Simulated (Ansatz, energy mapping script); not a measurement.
# CoO: J from the energies of magnetic orders, part 2 of 2

How strongly do the moments of CoO couple under PBE+U (3.5 eV)? The plan is to run several orders and fit a Heisenberg model.

PBE with U = 3.5 eV on Co d, ortho-atomic projectors; plane waves, U on orthogonalised atomic orbitals unless named otherwise, collinear spin, no spin–orbit coupling.

So far. Step 10 (Order 7: parallel, cell D of 6 atoms): The run ends ferromagnetic. For each magnetic atom its energy differs from the parallel run of the first cell by 0.44 meV, an error that one common reference would have brought in. Step 11 (Order 8: uncompensated ++−, cell D of 6 atoms): The run ends ferrimagnetic, 15.00 meV a magnetic atom below the parallel order of its cell.

## 12. Parallel start in cell E (6 atoms)

This run holds the same structure in another cell (c 6.740 → 7.384 Å, α 102.9 → 90.0°, β 102.9 → 90.0°, γ 90.0 → 120.0°).

Contents of input.yaml:

```yaml
crystal:
  lattice:
    - [0.0, 2.1315, 2.1315]
    - [-2.1315, 0.0, -2.1315]
    - [-4.263, -4.263, 4.263]
  atoms:
    - { symbol: Co, position: [0.0, 0.0, 0.0], spin: 3.0 }
    - { symbol: Co, position: [0.333333333, 0.666666667, 0.666666667], spin: 3.0 }
    - { symbol: Co, position: [0.666666667, 0.333333333, 0.333333333], spin: 3.0 }
    - { symbol: O, position: [0.666666667, 0.333333333, 0.833333333] }
    - { symbol: O, position: [0.0, 0.0, 0.5] }
    - { symbol: O, position: [0.333333333, 0.666666667, 0.166666667] }
magnetization:
  spin_polarized: true
kpoints:
  mp_grid: { grid: [10, 10, 4] }
hamiltonian:
  xc: pbe
  hubbard:
    sites:
      - { species: Co, l: d, u_eff: 3.5 }
      - { site: 0, l: d, u_eff: 3.5, starting_ns: [{ spin: up, occupation_matrix: co1_major }, { spin: down, occupation_matrix: co1_minor }] }
      - { site: 1, l: d, u_eff: 3.5, starting_ns: [{ spin: up, occupation_matrix: co1_major }, { spin: down, occupation_matrix: co1_minor }] }
      - { site: 2, l: d, u_eff: 3.5, starting_ns: [{ spin: up, occupation_matrix: co1_major }, { spin: down, occupation_matrix: co1_minor }] }
    projectors: ortho-atomic
    occupation_matrices:
      co1_major:
        matrix:
          - [0.997, 0.0, 0.0, 0.0, 0.0]
          - [0.0, 0.999, 0.0, 0.0, 0.0]
          - [0.0, 0.0, 0.999, 0.0, 0.0]
          - [0.0, 0.0, 0.0, 0.997, 0.0]
          - [0.0, 0.0, 0.0, 0.0, 0.999]
      co1_minor:
        matrix:
          - [0.174, -0.069, -0.069, 0.0, -0.138]
          - [-0.069, 0.654, -0.301, -0.12, 0.301]
          - [-0.069, -0.301, 0.654, 0.12, 0.301]
          - [0.0, -0.12, 0.12, 0.174, 0.0]
          - [-0.138, 0.301, 0.301, 0.0, 0.654]
scf:
  occupations: { method: fermi_dirac, width: 0.05 }
output:
  eigenvalues: true
```

The run is started by

```console
> ansatz run input.yaml --threads 4 --pin off --max-ram 8192MiB --backend cpu --events-out ev --progress --plain --runs-dir out
```

The job ended after 11 s (4 threads of Arm Neoverse V2, shared host; peak memory 0.76 GiB; 40 s of CPU time).

The run ends ferromagnetic. For each magnetic atom its energy differs from the parallel run of the first cell by 0.26 meV, an error that one common reference would have brought in.

## 13. Order 10: uncompensated ++−, cell E of 6 atoms

This order reverses 4 of the 12 neighbours at 3.01 Å, 4 of the 6 neighbours at 4.26 Å and 12 of the 24 neighbours at 5.22 Å, counted for an average magnetic atom.

Edit input.yaml of step 12 so:

```diff
@@ -8,3 +8,3 @@
     - { symbol: Co, position: [0.333333333, 0.666666667, 0.666666667], spin: 3.0 }
-    - { symbol: Co, position: [0.666666667, 0.333333333, 0.333333333], spin: 3.0 }
+    - { symbol: Co, position: [0.666666667, 0.333333333, 0.333333333], spin: -3.0 }
     - { symbol: O, position: [0.666666667, 0.333333333, 0.833333333] }
@@ -23,3 +23,3 @@
       - { site: 1, l: d, u_eff: 3.5, starting_ns: [{ spin: up, occupation_matrix: co1_major }, { spin: down, occupation_matrix: co1_minor }] }
-      - { site: 2, l: d, u_eff: 3.5, starting_ns: [{ spin: up, occupation_matrix: co1_major }, { spin: down, occupation_matrix: co1_minor }] }
+      - { site: 2, l: d, u_eff: 3.5, starting_ns: [{ spin: up, occupation_matrix: co1_minor }, { spin: down, occupation_matrix: co1_major }] }
     projectors: ortho-atomic
```

Run time: 17 s. Hardware: 4 threads; peak memory 0.78 GiB.

The run ends ferrimagnetic, 61.25 meV a magnetic atom below the parallel order of its cell.

## 14. From energies to couplings

Each energy difference is a sum of couplings weighted by the pairs that the order reverses. A few near shells are fitted to the differences by least squares. Energies are those extrapolated to zero occupation width, not the free energies F.

The orders that converged (zero: parallel moments in the same cell):

| order | atoms | energy (meV a magnetic atom) | moments (μB) | moments kept as typed | opposed neighbours at 3.01, 4.26, 5.22 Å |
| --- | --- | --- | --- | --- | --- |
| parallel in cell A | 4 | 0.00 | 2.60 | yes | 0, 0, 0 |
| compensated +− in cell A | 4 | 15.58 | 2.60 | yes | 8, 0, 16 |
| parallel in cell B | 4 | 0.00 | 2.60 | yes | 0, 0, 0 |
| compensated +− in cell B | 4 | -86.63 | 2.54 | yes | 6, 6, 12 |
| parallel in cell C | 6 | 0.00 | 2.60 | yes | 0, 0, 0 |
| uncompensated ++− in cell C | 6 | -34.28 | 2.55 to 2.58 | yes | 6.67, 2.67, 8 |
| parallel in cell D | 6 | 0.00 | 2.60 | yes | 0, 0, 0 |
| uncompensated ++− in cell D | 6 | -15.00 | 2.57 to 2.59 | yes | 5.33, 1.33, 16 |
| parallel in cell E | 6 | 0.00 | 2.60 | yes | 0, 0, 0 |
| uncompensated ++− in cell E | 6 | -61.25 | 2.53 to 2.57 | yes | 4, 4, 12 |

Couplings from the energies, with E = −Σ J e·e over ordered pairs:

| pair | distance (Å) | neighbours | J (meV) |
| --- | --- | --- | --- |
| Co–Co | 3.01 | 12 | 1.09 |
| Co–Co | 4.26 | 6 | -8.22 |
| Co–Co | 5.22 | 24 | -0.0549 |
| Co–Co | 6.03 | 12 | -0.310 |

These orders cannot tell some unfitted shells from fitted ones: the value at 3.01 Å holds J(3.01) + 4 J(7.98); other unfitted shells add to the values wholly or in part.

Adding the shell at 6.74 Å gives 1.1, -8.2, -0.047, -0.32 and -0.035 meV and a mean-field temperature of 351 K, an exact solve that tests nothing.

In mean field these couplings order at 353 K, at q = (0.50, 0.50, 0.50) in fractions of the conventional cell's reciprocal vectors, and give a Curie–Weiss temperature of -319 K.

## 15. Ordering temperature by Monte Carlo

Mean field ignores fluctuations and overstates the ordering temperature, so the model is also sampled. The heat capacity peaks where order sets in.

Classical unit spins with these couplings on 8×8×4 copies of a cell that holds the lowest order (512 spins), heat-bath sweeps, cooled from random directions, 831 sweeps to settle and 2493 measured at each temperature, averaged over 4 runs.

| T (K) | order along the lowest pattern | net moment | heat capacity (k_B a spin) |
| --- | --- | --- | --- |
| 42.3 | 0.48 | 0.01 | 1.03 |
| 72.4 | 0.43 | 0.01 | 1.07 |
| 118 | 0.37 | 0.01 | 1.18 |
| 148 | 0.35 | 0.02 | 1.30 |
| 178 | 0.34 | 0.02 | 1.51 |
| 223 | 0.27 | 0.02 | 1.80 |
| 238 | 0.25 | 0.02 | 1.92 |
| 253 | 0.21 | 0.02 | 1.70 |
| 283 | 0.15 | 0.03 | 1.11 |
| 313 | 0.12 | 0.03 | 0.62 |
| 358 | 0.09 | 0.03 | 0.37 |
| 388 | 0.08 | 0.03 | 0.28 |

The smoothed heat capacity peaks at 234 K. The order column follows one pattern alone; equivalent domains or another pattern share the rest.

## 16. Summary of results

```
lowest order tried                                              : compensated +− in cell B
largest fitted value (a combination of shells), Co–Co at 4.26 Å : -8.22 meV
ordering temperature, mean field                                : 353 K
heat-capacity peak, Monte Carlo                                 : 234 K
```

In words: Of the orders tried, CoO prefers the order “compensated +− in cell B” under PBE+U (3.5 eV), with 6 of 12 neighbours at 3.01 Å, 6 of 6 neighbours at 4.26 Å and 12 of 24 neighbours at 5.22 Å opposed, and the heat capacity of the fitted model peaks near 234 K (Monte Carlo, classical spins). The largest fitted coupling is the Co–Co pair at 4.26 Å, antiferromagnetic at -8.2 meV, across a ligand at about 180°. The straight metal–ligand–metal path outweighs the right-angled one, the pattern expected of superexchange through one ligand p orbital, which these runs do not test. The orders also reverse pairs at 6.74 Å, which are not fitted, so the fitted values hold their part too. With 5 differences for 4 couplings the fit misses by 0.43 meV at most, a small part of the spread. In the fitted orders moments change by up to 2.8 % against the parallel run of the same cell, so their size stays put. Monte Carlo puts the peak at 0.66 of the mean-field temperature, since mean field leaves out fluctuations. In tests on simple cubic and body-centred models such peaks lay 5 to 6 % under the bulk value. On cooling, the order along the one computed pattern stays at or under 0.48: the model settles in an equivalent domain, a degenerate mixture or another order. The parallel order holds 3 μB a magnetic atom, spin 1.5; the common factor (S+1)/S would raise the classical 234 K to 390 K, a correction that often overshoots. The program narrowed the symmetry for the carried occupation matrices. Where that marks an ordered orbital filling, bonds of one length need not share one coupling; each fitted J is a mean over the bonds that the orders reverse. The classical value and the one scaled by (S+1)/S differ by a factor of 1.7, so closeness of either to the measured temperature is partly a matter of convention.

Calculation against experiment:

| quantity | measured | PBE+U (3.5 eV), Monte Carlo | PBE+U (3.5 eV), Monte Carlo × (S+1)/S |
| --- | --- | --- | --- |
| ordering temperature (spin model) (K) | 291 | 234 (-19.7 %) | 390 (+33.9 %) |

Measured values from arxiv:2004.06613 (2020).

**Verdict.** The ordering temperature is off by -19.7 % at PBE+U (3.5 eV), Monte Carlo: fair agreement. No cell relaxation is part of this session.

[Logs and program files are shortened in this print: banners, set-up blocks, solver, clock and traceback lines can be left out without a mark of their own.]

[Logs are printed without paths, hosts, clocks, repeated set-up lines and the standing remarks that a program may print on its own settings, such as how far it seeks lower states.]

[Hosts, paths, dates, database ids (printed as entryN), source tags and the programs' standing remarks are cut or masked in the printed files.]

[Where a cell is said to come from a database of computed structures, the database is the Materials Project.]
